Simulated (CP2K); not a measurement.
Consider fluoromethane at its PBE geometry (Å).

```xyz
5

C    -0.0705    0.0100    0.0081
F     1.3159   -0.1936   -0.1454
H    -0.3335   -0.1453    1.0631
H    -0.3088    1.0381   -0.2971
H    -0.6031   -0.7092   -0.6287
```

Method: CP2K XAS_TDP, all-electron GAPW, PBEh(45%), aug-cc-pVTZ, TDA, GW2X-corrected core level, no relativity.

**Question.** Where do the C K-edge lines lie, and how strong are they?

Leading lines: C1 290.22 eV. The leading line of an atom is its first one with 35 % of the strongest within 2.5 eV of its lowest line over the strength cut. Core ionisation energies at this level: C1 293.58 eV.

The first six lines of each atom with a strength over 0.0015:

```
                    atom  energy (eV)  states  strength, one atom  above the computed threshold
C1 (bonded to F and 3 H)       290.22       1              0.0499                              
                               292.10       2              0.0539                              
                               293.66       1              0.0151                           yes
                               293.77       2              0.0183                           yes
                               294.33       2              0.0198                           yes
                               295.62       1              0.0043                           yes
```

Lines are vertical, at one geometry, with no vibrational structure. GW2X ionisation energies and lines can be off by 1 to 2 eV either way, and a good line position may hide errors that cancel. These values hold no scalar relativity, about 0.1 eV for C 1s. Rydberg lines, and the discretised continuum above threshold, depend on the basis and the box.

[Banner, clock and machine lines of the logs are left out without a mark of their own.]

[Logs are printed without paths, hosts, clocks, repeated set-up lines and the standing remarks that a program may print on its own settings, such as how far it seeks lower states.]

[Hosts, paths, dates, database ids (printed as entryN), source tags and the programs' standing remarks are cut or masked in the printed files.]
